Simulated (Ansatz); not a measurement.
## How NaBe (hypothetical, Pm-3m) expands on warming: finding the static equilibrium

Ansatz 0.2.0; DFT PBEsol, scalar-relativistic, plane waves, PAW.

It takes space group Pm-3m (No. 221, cubic). The conventional cell has a = 3.251 Å, b = 3.251 Å, c = 3.251 Å, α = 90.00°, β = 90.00°, γ = 90.00°. Nearest to Be lie 8 Na at 2.82 Å. Nearest to Na lie 8 Be at 2.82 Å. Farther neighbours are not listed.

Step by step:

```tsv
step	energy less that of the first step (eV)	largest force component (eV/Å)	pressure (GPa)	volume (Å³)
1	0.0000	0.0000	2.95	34.35
2	-0.0286	0.0000	-0.05	37.79
3*	-0.0288	0.0000	-0.04	37.79
```

Relaxation steps marked * repeat the geometry before them on a plane-wave basis chosen anew for their cell, so energy and pressure can jump there.

The run keeps the 48 symmetry operations that it works with, so distortions that break them were not tested.

```tsv
conventional cell, symmetrised	before	after	change
a (Å)	3.251	3.356	+3.2 %
b (Å)	3.251	3.356	+3.2 %
c (Å)	3.251	3.356	+3.2 %
volume (Å³/atom)	17.17	18.90	+10.0 %
```

The relaxed structure:

```xyz
2
Lattice="3.3559 0.0000 0.0000 0.0000 3.3559 0.0000 0.0000 0.0000 3.3559" Properties=species:S:1:pos:R:3 pbc="T T T"
Be    1.6779    1.6779    1.6779
Na    0.0000    0.0000    0.0000
```

Numbers from this step:

```
pressure        : -0.04165 GPa
volume per atom : 18.90 Å³
```

What was run to get this?

The system, level and task follow from the heading and the kind of results. Meshes, cutoffs and thresholds can't be read from the results; these are the ones that the run used.

input.yaml reads:

```yaml
crystal:
  lattice:
    - [3.25061, 0.0, 0.0]
    - [0.0, 3.25061, 0.0]
    - [0.0, 0.0, 3.25061]
  atoms:
    - { symbol: Be, position: [0.5, 0.5, 0.5] }
    - { symbol: Na, position: [0.0, 0.0, 0.0] }
kpoints:
  mp_grid: { grid: [14, 14, 14] }
hamiltonian:
  xc: pbesol
scf:
  occupations: { method: gaussian, width: 0.1 }
output:
  forces: true
  stress: true
  eigenvalues: true
relax:
  adjacent_minimum: "off"
  f_tol: 0.005
  max_steps: 80
  cell: { stress_tol: 0.05 }
```

On the command line:

```
> ansatz run input.yaml --threads 4 --pin off --max-ram 8192MiB --backend cpu --events-out ev --progress --plain --runs-dir out
```

[Logs are printed without paths, hosts, clocks, repeated set-up lines and the standing remarks that a program may print on its own settings, such as how far it seeks lower states.]

[Hosts, paths, dates, database ids (printed as entryN), source tags and the programs' standing remarks are cut or masked in the printed files.]

[A step with changed settings may run another functional than the one named; its input shows which.]
